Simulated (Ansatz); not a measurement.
# TiFe (Pm-3m): phonons and vibrational spectra

Wanted: vibrations and spectra of TiFe (Pm-3m); the cell is already relaxed. After the zone centre comes a 4×4×4 q mesh on a 16×16×16 k mesh.

Main program and level: Ansatz 0.2.0; DFT PBEsol, scalar-relativistic, plane waves, PAW; PAW set soft_1.

### Step 1. The structure

It takes space group Pm-3m (No. 221, cubic). The conventional cell has a = 2.916 Å, b = 2.916 Å, c = 2.916 Å, α = 90.00°, β = 90.00°, γ = 90.00°. Ti has 8 Fe at 2.53 Å nearest. Nearest to Fe lie 8 Ti at 2.53 Å. Farther neighbours are not listed.

### Step 2. Zone-centre response

The cell comes from relaxations at this level that are not shown. The zone centre comes first: it holds the modes that light can see, as far as symmetry allows. No field response is asked, since the mesh shows no gap.

input.yaml reads:

```yaml
crystal:
  lattice:
    - [2.9160761982, 0.0, 0.0]
    - [0.0, 2.9160761982, 0.0]
    - [0.0, 0.0, 2.9160761982]
  atoms:
    - { symbol: Ti, position: [0.5, 0.5, 0.5] }
    - { symbol: Fe, position: [0.0, 0.0, 0.0] }
kpoints:
  mp_grid: { grid: [16, 16, 16] }
hamiltonian:
  xc: pbesol
  pseudopotentials: { kind: paw, azcp: { folder: soft_1 }, xc_functional: pbe }
scf:
  occupations: { method: methfessel_paxton, width: 0.2 }
output:
  eigenvalues: true
phonons:
  method: dfpt
```

The run is started by

```sh
ansatz run input.yaml --threads 4 --pin off --max-ram 10240MiB --backend cpu --events-out ev --progress --plain --runs-dir out
```

Numbers of over 12 decimals in the logs are rounded to 6 here.

Output:

```text
Engine: ansatz 0.2.0, aarch64-unknown-linux-gnu
Pseudopotentials: kind: paw
Pseudopotential: Ti, paw, valence charge 12, recommended cutoff 420 eV (normal), soft_1/Ti.paw.azcp
Pseudopotential: Fe, paw, valence charge 16, recommended cutoff 420 eV (normal), soft_1/Fe.paw.azcp
Functional definition: PBEsol
  exchange = pbesol_x
  correlation = pbesol_c
Crystal: 2 atoms, lattice volume = 24.797 Å³
Basis set: ecut = 420 eV, 461 PW (Γ), exchange–correlation on 40×40×40 points (8 copies of the dense FFT grid, shifted against one another)
Bands: 18, of which v1, the nominal top of the filled ones, is band 14 counted from 1 (13 counted from 0)
Symmetry: 48 space group operations
k-points: 405 of 4096 (irreducible under 8 space group operations, time reversal used)
Non-local potential: Ti, projectors of the file, l = 0: 3, l = 1: 2, l = 2: 3, l = 3: 1
Non-local potential: Fe, projectors of the file, l = 0: 3, l = 1: 2, l = 2: 3, l = 3: 1
PAW form: soft (Blöchl's): semilocal exchange-correlation on the pseudo side does not see the compensation charge
PAW frozen core: Ti, regenerated for the run's functional, and the local potential with it (the file was generated under x = pbe(κ = 0.804, μ = 0.219515), c = pbe(β = 0.066725))
PAW frozen core: Fe, regenerated for the run's functional, and the local potential with it (the file was generated under x = pbe(κ = 0.804, μ = 0.219515), c = pbe(β = 0.066725))
PAW one-centre angular grid: Ti, 590 points (default); XC on 64 Gauss nodes
PAW one-centre angular grid: Fe, 590 points (default); XC on 64 Gauss nodes
Initial density: superposition of atomic densities (chi_scale 0.1, normalization cell, long waves kept (reshape's long-wave potential 0.00 eV rms))
Initial wavefunctions: pseudopotential atomic-orbital guess
Functional: x = pbesol(κ = 0.804, μ = 0.123457), c = pbesol(β = 0.046)
SCF iter   1: F=—  HF=-6924.295843 eV  |F-HF|=—  |Δ(HF+E_count)|=         —  Δρ=1.13e-1  dr2=1.94e0  ethr=3.10e-3  ⟨swp⟩=3.2  Hψ=25673  notcnv=0
preconditioner: auto → none  [metal: Δε(μ)=0.046 eV  Ē_g=4.311 eV  σ=0.200 eV  W_gap=0.19  n_scr=6 (ndim 8)  ℏωp=25.8 eV  f_vac=0.000  D(μ)=0.20/eV (n_scr^D=0)  sad-step TF]
SCF iter   2: F=—  HF=-6923.836800 eV  |F-HF|=—  |Δ(HF+E_count)|=   4.59e-1  S|Δr|=    0.00e0  Δρ=4.73e-2  dr2=6.57e-1  ethr=3.10e-3  ⟨swp⟩=4.8  Hψ=47223  notcnv=0
automatic band count: the SCF goes on with 22 bands, as 18 were too few: they end inside the smearing window of the response
SCF iter   3: F=—  HF=-6923.723116 eV  |F-HF|=—  |Δ(HF+E_count)|=   1.14e-1  S|Δr|=    0.00e0  Δρ=2.85e-2  dr2=2.43e-1  ethr=2.35e-3  ⟨swp⟩=2.0  Hψ=14231  notcnv=0  defer=687
SCF iter   4: F=—  HF=-6923.704434 eV  |F-HF|=—  |Δ(HF+E_count)|=   1.87e-2  S|Δr|=    0.00e0  Δρ=2.32e-3  dr2=1.07e-3  ethr=8.69e-4  ⟨swp⟩=2.0  Hψ=9945  notcnv=0  defer=688
SCF iter   5: F=—  HF=-6923.704382 eV  |F-HF|=—  |Δ(HF+E_count)|=   5.26e-5  S|Δr|=    0.00e0  Δρ=3.78e-4  dr2=2.48e-5  ethr=3.82e-6  ⟨swp⟩=2.1  Hψ=9748  notcnv=0  defer=686
SCF iter   6: F=—  HF=-6923.704374 eV  |F-HF|=—  |Δ(HF+E_count)|=   7.51e-6  S|Δr|=    0.00e0  Δρ=1.58e-4  dr2=7.26e-6  ethr=8.86e-8  ⟨swp⟩=2.6  Hψ=12954  notcnv=0  defer=686
SCF iter   7: F=—  HF=-6923.704374 eV  |F-HF|=—  |Δ(HF+E_count)|=   7.17e-8  S|Δr|=    0.00e0  Δρ=3.59e-6  dr2=9.78e-10  ethr=2.59e-8  ⟨swp⟩=1.0  Hψ=8051  notcnv=0  defer=686
SCF iter   8: F=—  HF=-6923.704373 eV  |F-HF|=—  |Δ(HF+E_count)|=   9.09e-7  S|Δr|=    0.00e0  Δρ=1.12e-6  dr2=2.27e-10  ethr=3.49e-12  ⟨swp⟩=2.2  Hψ=14075  notcnv=0  defer=686
SCF iter   9: F=-6923.704373 eV  HF=-6923.704373 eV  |F-HF|=9.09e-12  |Δ(HF+E_count)|=    0.00e0  S|Δr|=    0.00e0  Δρ=2.01e-7  dr2=7.82e-12  ethr=1.00e-12  ⟨swp⟩=8.0  Hψ=42584  notcnv=0
SCF 1 converged in 9 iterations: F = -6923.704373 eV  dr2 = 7.82e-12
  greatest PAW one-centre occupation: 1.000 electrons in one spin orbital (limit 2), on the Fe atom at site 1 (counted from 0), in its partial waves of l = 0
DFPT response loops at Γ: preconditioner auto → Kerker (q_TF=auto, 2.784 Å⁻¹) (partly filled bands, converged f_vac=0.000); β = 1.00, the filter's whole step (`scf.mixing.beta` (0.50) is not read by the response loops under this deck's `scf.mixing.preconditioner`; to damp them name `kerker` or `kerker_dos`, under which they read `scf.mixing.beta`, and type it under 1.00, their step now; both keys bind the ground state too); Broyden in place of MSR1
SCF converged after 9 iterations
Stability not checked: this state was not tested for a lower state beside it, because cold or Methfessel-Paxton smearing, or corrected tetrahedra, fill the levels in a way that the test cannot read (fill_not_monotonic; see scf.lower_state_search)
Free energy (F): -6923.704373 eV
Harris-Foulkes:  -6923.704373 eV  (|F-HF|=9.09e-12)
Internal energy: -6923.707275 eV  (E = F + TS)
E sigma→0 (E₀):  -6923.705099 eV
Entropy (-TS):   0.002902 eV (1.451 meV/atom)
Fermi energy:    18.001546 eV
--- Per-component energies (eV) ---
  E_band       = -324.861330
  E_kinetic    = 619.246311
  E_local      = -2965.323649  (includes V_loc(G=0)·N_el)
  E_nonlocal   = 350.099867
  E_hartree    = 1229.976720
  E_xc         = -228.023739
  E_vxc        = -290.577191  (∫ρ·V_xc dr)
  E_paw        = -2367.557943  (= ΣΔE_a)
  E_vpaw       = -498.259254  (= ΣTr[D̂ρ^β])
  E_aug_tail   = -0.001008  (compensation charges beyond the density's cutoff)
  E_ewald      = -3562.442420
  E_core_change = 0.318586  (= ΣΔE_core)
  E_smearing   = 0.002902  (= −TS)
  E_closure    = -0.000000  (closes the sum)
  Σ components = -6923.704373   (vs F -6923.704373, Δ=0.00e0)
--- Band table (eV; the first three rows and the last of 405) ---
  k-point 0: bands = [... 10 lower, 14.0222, 16.9571, 16.9571, 16.9571, 19.3354, 19.3354, 21.3866, 21.3866, ... 4 higher]
  k-point 1: bands = [... 10 lower, 14.0679, 16.9508, 16.9508, 16.9760, 19.2829, 19.3558, 21.2567, 21.2567, ... 4 higher]
  k-point 2: bands = [... 10 lower, 14.1965, 16.9343, 16.9343, 17.0311, 19.1283, 19.4105, 20.9166, 20.9166, ... 4 higher]
  k-point 404: bands = [... 10 lower, 15.8023, 15.9819, 15.9819, 15.9819, 18.0865, 18.0865, 21.7082, 21.7082, ... 4 higher]
--- Phonons (Γ-DFPT): 2 representative perturbations + reference, on 405 of 4096 k-points (Σ response iterations 6) ---
  k mesh reduced under 8 symmetry operations, with k and −k counted as one. Each operation leaves every solved perturbation unchanged. A smaller set is not used because it would not reduce the number of displacements times k-points to solve
  ASR residual: 1.230e-4 → 0.000e0 eV/Å²; symmetrization residual: 2.156e-6 eV/Å²
  ASR residual per site (eV/Å²): 5.34e-6 1.23e-4
  Γ frequencies (cm⁻¹): 0.00 0.00 0.00 251.25 251.25 251.25
  non-analytic LO–TO correction: not included (Born effective charges unavailable; polar crystals: no LO–TO splitting at Γ)
```

It took 28 s on 4 threads of Arm Neoverse N1, shared host; peak memory 0.91 GiB.

This run has no spin polarisation, although Fe can carry a moment.

This step gave:

```yaml
volume_per_atom: 12.40 Å³
gap_on_the_k_mesh: 0 eV
sum_rule_residual_before_enforcement: 1.23e-4 eV/Å²
point_group: m-3m
highest_optical_mode_at_the_zone_centre_no_lo_to_term: 251.2 cm⁻¹
lowest_optical_zone_centre_mode: 251.2 cm⁻¹
```

Patterns of degenerate modes are one choice out of their space. Modes at Γ, with each element's share of the kinetic energy:

| mode | frequency (cm⁻¹) | symmetry | Ti % | Fe % |
| --- | --- | --- | --- | --- |
| 1 | 0.0 | acoustic | 46 | 54 |
| 2 | 0.0 | acoustic | 46 | 54 |
| 3 | 0.0 | acoustic | 46 | 54 |
| 4 | 251.2 | T1u | 54 | 46 |
| 5 | 251.2 | T1u | 54 | 46 |
| 6 | 251.2 | T1u | 54 | 46 |

Displacements in mode 5 (251.2 cm⁻¹), the largest set to 1:
```
Ti1  0.00  1.00  0.00
Fe2  0.00 -0.86  0.00
```

Before it was imposed, the acoustic sum rule was missed by 1.2e-4 eV/Å². Small misses are needed for a sound result but don't prove that mesh and cutoff are converged. The lowest optical mode is real, 251 cm⁻¹.

### Step 3. Phonons on a q mesh

Stability and thermal properties need the whole zone. Linear response on a 4×4×4 q mesh gives force constants as far as a supercell of that size would.

input.yaml: that of step 2 with these lines changed.

```diff
@@ -19 +19,8 @@
   method: dfpt
+  qmesh: [4, 4, 4]
+  temperatures: { t_max: 1000, t_step: 50 }
+  qpath:
+    path:
+      - [[0.0, 0.0, 0.0], [0.0, 0.5, 0.0], [0.5, 0.5, 0.0], [0.0, 0.0, 0.0], [0.5, 0.5, 0.5], [0.0, 0.5, 0.0]]
+      - [[0.5, 0.5, 0.5], [0.5, 0.5, 0.0]]
+    npoints: 10
```

Output:

```text
[...]
Crystal: 2 atoms, lattice volume = 24.797 Å³
Basis set: ecut = 420 eV, 461 PW (Γ), exchange–correlation on 40×40×40 points (8 copies of the dense FFT grid, shifted against one another)
Bands: 18, of which v1, the nominal top of the filled ones, is band 14 counted from 1 (13 counted from 0)
Symmetry: 48 space group operations
k-points: 165 of 4096
[...]
SCF iter   1: F=—  HF=-6924.295843 eV  |F-HF|=—  |Δ(HF+E_count)|=         —  Δρ=1.13e-1  dr2=1.94e0  ethr=3.10e-3  ⟨swp⟩=3.2  Hψ=10463  notcnv=0
[...]
SCF iter   9: F=-6923.704373 eV  HF=-6923.704373 eV  |F-HF|=9.09e-12  |Δ(HF+E_count)|=  9.09e-13  S|Δr|=    0.00e0  Δρ=2.01e-7  dr2=7.78e-12  ethr=1.00e-12  ⟨swp⟩=8.0  Hψ=17359  notcnv=0
SCF 1 converged in 9 iterations: F = -6923.704373 eV  dr2 = 7.78e-12
[...]
iter 1 solved again at ethr=1.57e-9 eV; its pass at ethr=3.10e-3 eV (dr2=4.39e-7 eV) is discarded
[...]
SCF iter   3: F=-6923.704373 eV  HF=-6923.704373 eV  |F-HF|=6.37e-12  |Δ(HF+E_count)|=  1.82e-12  S|Δr|=    0.00e0  Δρ=1.52e-7  dr2=6.71e-12  ethr=1.00e-12  ⟨swp⟩=1.2  Hψ=6739  notcnv=0
SCF 2 converged in 3 iterations: F = -6923.704373 eV  dr2 = 6.71e-12
phonons: the bands overlap, so this run is a metal and interpolates without the dipole-dipole term. If the crystal is really an insulator or semiconductor, its LO-TO splitting is missing
NSCF: frozen V_eff on 165 k-points
[...]
DFPT response loops at q = (0, 0, 0) (fractional): preconditioner auto → Kerker (q_TF=auto, 2.784 Å⁻¹) (partly filled bands, converged f_vac=0.000); β = 1.00, the filter's whole step (`scf.mixing.beta` (0.50) is not read by the response loops under this deck's `scf.mixing.preconditioner`; to damp them name `kerker` or `kerker_dos`, under which they read `scf.mixing.beta`, and type it under 1.00, their step now; both keys bind the ground state too); Broyden in place of MSR1
[...]
SCF converged after 9 iterations
[...]
Free energy (F): -6923.704373 eV
[...]
Internal energy: -6923.707275 eV  (E = F + TS)
E sigma→0 (E₀):  -6923.705099 eV
Entropy (-TS):   0.002902 eV (1.451 meV/atom)
Fermi energy:    18.001546 eV
[...]
--- Band table (eV; the first three rows and the last of 165) ---
  k-point 0: bands = [... 10 lower, 14.0222, 16.9571, 16.9571, 16.9571, 19.3354, 19.3354, 21.3866, 21.3866, ... 4 higher]
  k-point 1: bands = [... 10 lower, 14.0679, 16.9508, 16.9508, 16.9760, 19.2829, 19.3558, 21.2567, 21.2567, ... 4 higher]
  k-point 2: bands = [... 10 lower, 14.1965, 16.9343, 16.9343, 17.0311, 19.1283, 19.4105, 20.9166, 20.9166, ... 4 higher]
  k-point 164: bands = [... 10 lower, 15.8023, 15.9819, 15.9819, 15.9819, 18.0865, 18.0865, 21.7082, 21.7082, ... 4 higher]
--- Phonons (Γ-DFPT): 2 representative perturbations + reference (Σ response iterations 6) ---
  ASR residual: 1.225e-4 → 0.000e0 eV/Å²; symmetrization residual: 2.026e-6 eV/Å²
  ASR residual per site (eV/Å²): 5.21e-6 1.22e-4
  Γ frequencies (cm⁻¹): 0.00 0.00 0.00 251.25 251.25 251.25
--- Phonons (arbitrary-q DFPT): 10 irreducible q on the 4×4×4 mesh ---
  q = [0.0000, 0.0000, 0.0000] (star 1, of the zone-centre solve; hermiticity 6.77e-7, symmetrization 5.48e-12): -0.00 0.00 0.00 251.25 251.25 251.25
  q = [0.0000, 0.0000, 0.2500] (star 6, 4 solved perturbations in 4032 linear systems a pass and spin channel, the states on 1296 of 4096 k-point pairs; hermiticity 6.45e-7, symmetrization 3.04e-14): 96.23 96.23 193.21 236.08 236.08 336.39
[...]
q = [0.0000, 0.2500, -0.5000] (star 12, 6 solved perturbations on 1296 of 4096 k-point pairs; hermiticity 2.83e-7, symmetrization 2.82e-7): 168.31 213.20 224.07 227.98 274.64 350.44
[...]
sum rule: each row above includes the acoustic sum rule's correction from the zone centre's row sums; it moved no ω² by more than (0.77 cm⁻¹)²
  mesh force constants: q→R imaginary residual 8.23e-19; ASR residual 1.225e-4 → 0.000e0 eV/Å²; symmetrization residual 7.105e-15 eV/Å²
  interpolated dispersion: 62 rows × 6 modes
  density of states and harmonic sums: on the 24×24×24 q-mesh, interpolated from the force constants of a 4×4×4 supercell (no non-analytic term)
  largest difference from the sums on the solved wave vectors: F 9.61e-3 eV, S 1.36e-5 and C_V 4.02e-6 eV/K
  zero-point energy: 0.089489 eV/cell   skipped modes (ω ≤ 0): 3   left out of the sums: 3.62e-5 of the cell's modes: C_V's classical limit lies that fraction below 3 k_B per atom; for a crystal, a wire or a layer, F and S can be off by more, and a phonons.interpolated_qmesh denser along its periods is the remedy for the sampling
```

It took 13 min on 4 threads; peak memory 3.2 GiB; 49 min of CPU time.

This step gave:

- sum-rule residual before enforcement: 1.22e-4 eV/Å²
- lowest frequency on the path: 0 cm⁻¹
- highest frequency on the path or at a solved wavevector: 393.4 cm⁻¹
- mean frequency: 240.6 cm⁻¹
- Debye temperature (second moment): 460 K
- logarithmic mean frequency: 231.8 cm⁻¹
- lowest mode on the q mesh (acoustic modes at Γ apart): 96.23 cm⁻¹
- zero-point energy per atom: 44.74 meV
- heat capacity at 300 K: 22.24 J/(mol atoms K)
- vibrational entropy at 300 K: 23.71 J/(mol atoms K)

Frequencies (cm⁻¹) solved at each irreducible wavevector; negative means imaginary. Frequencies by wavevector, by row:

| q in reciprocal lattice units | star | mode 1 | mode 2 | mode 3 | mode 4 | mode 5 | mode 6 |
| --- | --- | --- | --- | --- | --- | --- | --- |
| 0 0 0 | 1 | 0 | 0 | 0 | 251.2 | 251.2 | 251.2 |
| 0 0 0.25 | 6 | 96.2 | 96.2 | 193.2 | 236.1 | 236.1 | 336.4 |
| 0 0 -0.5 | 3 | 155.4 | 155.4 | 210.5 | 210.5 | 268.2 | 393.4 |
| 0 0.25 0.25 | 12 | 131.5 | 167.2 | 229.2 | 233.7 | 283.5 | 311.2 |
| 0 0.25 -0.5 | 12 | 168.3 | 213.2 | 224.1 | 228 | 274.6 | 350.4 |
| 0 -0.5 -0.5 | 3 | 178 | 211.5 | 241.3 | 241.3 | 313.2 | 313.2 |
| 0.25 0.25 0.25 | 8 | 195.5 | 195.5 | 246.4 | 274.5 | 274.5 | 286.8 |
| 0.25 0.25 -0.5 | 12 | 229.3 | 234.6 | 241.7 | 244.6 | 274 | 325.4 |
| 0.25 -0.5 -0.5 | 6 | 247 | 248.8 | 252.2 | 252.2 | 310.8 | 310.8 |
| -0.5 -0.5 -0.5 | 1 | 269.8 | 269.8 | 269.8 | 304.6 | 304.6 | 304.6 |

Interpolated from a 4×4×4 q mesh. Phonon branches along the path, in cm⁻¹:

| point | branch 1 | branch 2 | branch 3 | branch 4 | branch 5 | branch 6 |
| --- | --- | --- | --- | --- | --- | --- |
| Γ | 0 | 0 | 0 | 251 | 251 | 251 |
| halfway | 96 | 96 | 193 | 236 | 236 | 336 |
| X | 155 | 155 | 210 | 210 | 268 | 393 |
| halfway | 168 | 213 | 224 | 228 | 275 | 350 |
| M | 178 | 212 | 241 | 241 | 313 | 313 |
| halfway | 132 | 167 | 229 | 234 | 284 | 311 |
| Γ | 0 | 0 | 0 | 251 | 251 | 251 |
| halfway | 196 | 196 | 246 | 274 | 274 | 287 |
| R | 270 | 270 | 270 | 305 | 305 | 305 |
| halfway | 229 | 235 | 242 | 245 | 274 | 325 |
| X | 155 | 155 | 210 | 210 | 268 | 393 |
| jump to R | 270 | 270 | 270 | 305 | 305 | 305 |
| halfway | 247 | 249 | 252 | 252 | 311 | 311 |
| M | 178 | 212 | 241 | 241 | 313 | 313 |

The phonon branches as a text plot (rows in cm⁻¹):

```
    385 |      ***                                     ***
    369 |     *   **
    352 |    *                                        *
    336 |   *       *                                *
    320 |            ******                        **         ***
    303 |             *  ******             *******       ****
    287 |  *        **     *** *     *******     ***       *
    270 | *    *****          ***   *  **    ***** ******** *
    254 |**              ****   ******* *****    ***       ***
    238 |  ****     *****    ***           *       ***        ***
    221 |    **   **     *****         * **         ****      ***
    205 |      ********** *   *                      ** **    *
    189 |   *     *        **        ** *             *        **
    172 |          ********  *                         *
    156 |      ****        **  *       *                **
    139 |                    **
    123 |  *  *                     ***
    107 |    *                ***
     90 | * *                       *
     74 |                      **
     57 |  *                    ** *
     41 |**                      * *
     25 |*                       *
      8 |                         *
         Γ      X      M          Γ            R        X|R     M
```

Tetrahedra on a 24×24×24 mesh, mean over bins of 5 cm-1. Interpolated from a 4×4×4 q mesh. Table of phonon density of states by wavenumber; read off at these points:

| wavenumber (cm⁻¹) | phonon density of states (1/cm⁻¹/cell) |
| --- | --- |
| 2 | 0 |
| 12 | 3.0e-5 |
| 22 | 1.3e-4 |
| 32 | 3.0e-4 |
| 42 | 5.9e-4 |
| 58 | 0.00106 |
| 68 | 0.00148 |
| 78 | 0.00199 |
| 88 | 0.0026 |
| 98 | 0.00329 |
| 108 | 0.00417 |
| 118 | 0.00523 |
| 128 | 0.00653 |
| 138 | 0.00823 |
| 152 | 0.0127 |
| 162 | 0.0164 |
| 172 | 0.0184 |
| 182 | 0.0170 |
| 192 | 0.0155 |
| 202 | 0.0154 |
| 212 | 0.0345 |
| 222 | 0.0494 |
| 232 | 0.0484 |
| 242 | 0.0631 |
| 248 | 0.0659 |
| 258 | 0.0421 |
| 268 | 0.0354 |
| 278 | 0.0198 |
| 288 | 0.0176 |
| 298 | 0.0215 |
| 308 | 0.0336 |
| 312 | 0.0343 |
| 318 | 0.0217 |
| 328 | 0.0125 |
| 338 | 0.00914 |
| 352 | 0.00628 |
| 362 | 0.00488 |
| 372 | 0.00367 |
| 382 | 0.00241 |
| 392 | 4.2e-4 |

[end of part 1 of 2]

[Logs are printed without paths, hosts, clocks, repeated set-up lines and the standing remarks that a program may print on its own settings, such as how far it seeks lower states.]

[Hosts, paths, dates, database ids (printed as entryN), source tags and the programs' standing remarks are cut or masked in the printed files.]
